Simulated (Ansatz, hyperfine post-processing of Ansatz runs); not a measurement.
# LiMg6FeO8: isotropic lines and sites in a paramagnetic 7Li spectrum

Calculated values: DFT, r2SCAN, plane-wave PAW, default files (PAW set soft_2), collinear spin, scalar-relativistic (Ansatz), contact and point-dipole shifts scaled to 320 K with Θ = 0 K (a pure Curie law); spin-only moments, above the ordering temperature.

```
Fe Mg O Li
1.0
     4.21622    0.00000    0.00000
     0.00000    4.21622    0.00000
     0.00000    0.00000    8.55277
Fe Mg O Li
1 6 8 1
Direct
  0.00000 0.00000 0.00000
  0.50000 0.00000 0.75314
  0.50000 0.00000 0.24686
  0.00000 0.50000 0.75314
  0.00000 0.50000 0.24686
  0.50000 0.50000 0.50000
  0.00000 0.00000 0.50000
  0.50000 0.00000 0.50000
  0.50000 0.00000 0.00000
  0.00000 0.50000 0.50000
  0.00000 0.50000 0.00000
  0.50000 0.50000 0.74254
  0.50000 0.50000 0.25746
  0.00000 0.00000 0.75934
  0.00000 0.00000 0.24066
  0.50000 0.50000 0.00000
```

7Li MAS at 7.05 T (116.7 MHz), 30 kHz, 320 K; contact and dipolar shift alone, no orbital or quadrupolar part; lines under 1.5 % of the strongest are left out. NMR lines, with heights relative to the strongest:

```
position (ppm)  intensity
       -3777.2        1.8
       -3520.1        4.2
       -3262.9        8.4
       -3005.8         15
       -2748.7         21
       -2491.5         24
       -2234.4         22
       -1977.2         16
       -1720.1         20
       -1462.9         18
       -1205.8         32
        -948.6         13
        -691.5         24
        -434.3         34
        -177.2         16
          79.9         25
         337.1         43
         594.2         30
         851.4         25
        1108.5         24
        1365.7         58
        1622.8         76
        1880.0        100
        2137.1         66
        2394.3         22
        2651.4        6.5
        2908.6        2.2
```

**Question.** Which lines are isotropic ones rather than spinning sidebands, and which Li atoms give them?

Sidebands are spaced by 257 ppm (the spinning rate over the resonance of 116.7 MHz). An isotropic line need not be the tallest: it is the area-weighted centre of its own family of sidebands, and the one that stays put when the rate is changed. Isotropic shifts: 337 ppm for atom 16 (4 Fe through links of 90° (8)), reduced anisotropy -3754 ppm.

[Logs are printed without paths, hosts, clocks, repeated set-up lines and the standing remarks that a program may print on its own settings, such as how far it seeks lower states.]

[Hosts, paths, dates, database ids (printed as entryN), source tags and the programs' standing remarks are cut or masked in the printed files.]
